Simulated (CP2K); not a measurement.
Consider chloroethane at its PBE geometry (Å).

```xyz
8

C     0.7844    0.1693    0.0558
C    -0.6505   -0.2968   -0.1029
Cl   -1.8254    0.9978    0.3736
H     1.0019    0.4382    1.0971
H     1.4690   -0.6400   -0.2415
H     0.9900    1.0421   -0.5767
H    -0.8785   -1.1580    0.5355
H    -0.8907   -0.5527   -1.1411
```

Method: CP2K XAS_TDP, all-electron GAPW, PBEh(45%), aug-pc-1, TDA, GW2X-corrected core level, no relativity.

**Question.** Predict the bright core excitations at the C K edge.

Leading lines: C1 289.69 eV and C2 288.80 eV. The leading line of an atom is its first one with 35 % of the strongest within 2.5 eV of its lowest line over the strength cut. Core ionisation energies at this level: C1 292.00 and C2 293.13 eV.

The first six lines of each atom with a strength over 0.0015:

| atom | energy (eV) | states | strength, one atom | above the computed threshold |
| --- | --- | --- | --- | --- |
| C1 (bonded to C and 3 H) | 289.69 | 1 | 0.0075 |  |
|  | 290.37 | 1 | 0.0079 |  |
|  | 290.56 | 1 | 0.0126 |  |
|  | 290.62 | 1 | 0.0181 |  |
|  | 291.01 | 1 | 0.0019 |  |
|  | 291.61 | 1 | 0.0072 |  |
| C2 (bonded to C, Cl and 2 H) | 288.80 | 1 | 0.0623 |  |
|  | 290.85 | 1 | 0.0104 |  |
|  | 291.50 | 1 | 0.0244 |  |
|  | 292.94 | 1 | 0.0044 |  |
|  | 293.39 | 1 | 0.0124 | yes |
|  | 293.52 | 1 | 0.0045 | yes |

Lines are vertical, at one geometry, with no vibrational structure. GW2X ionisation energies and lines can be off by 1 to 2 eV either way, and a good line position may hide errors that cancel. These values hold no scalar relativity, about 0.1 eV for C 1s. Rydberg lines, and the discretised continuum above threshold, depend on the basis and the box.

[Banner, clock and machine lines of the logs are left out without a mark of their own.]

[Logs are printed without paths, hosts, clocks, repeated set-up lines and the standing remarks that a program may print on its own settings, such as how far it seeks lower states.]

[Hosts, paths, dates, database ids (printed as entryN), source tags and the programs' standing remarks are cut or masked in the printed files.]
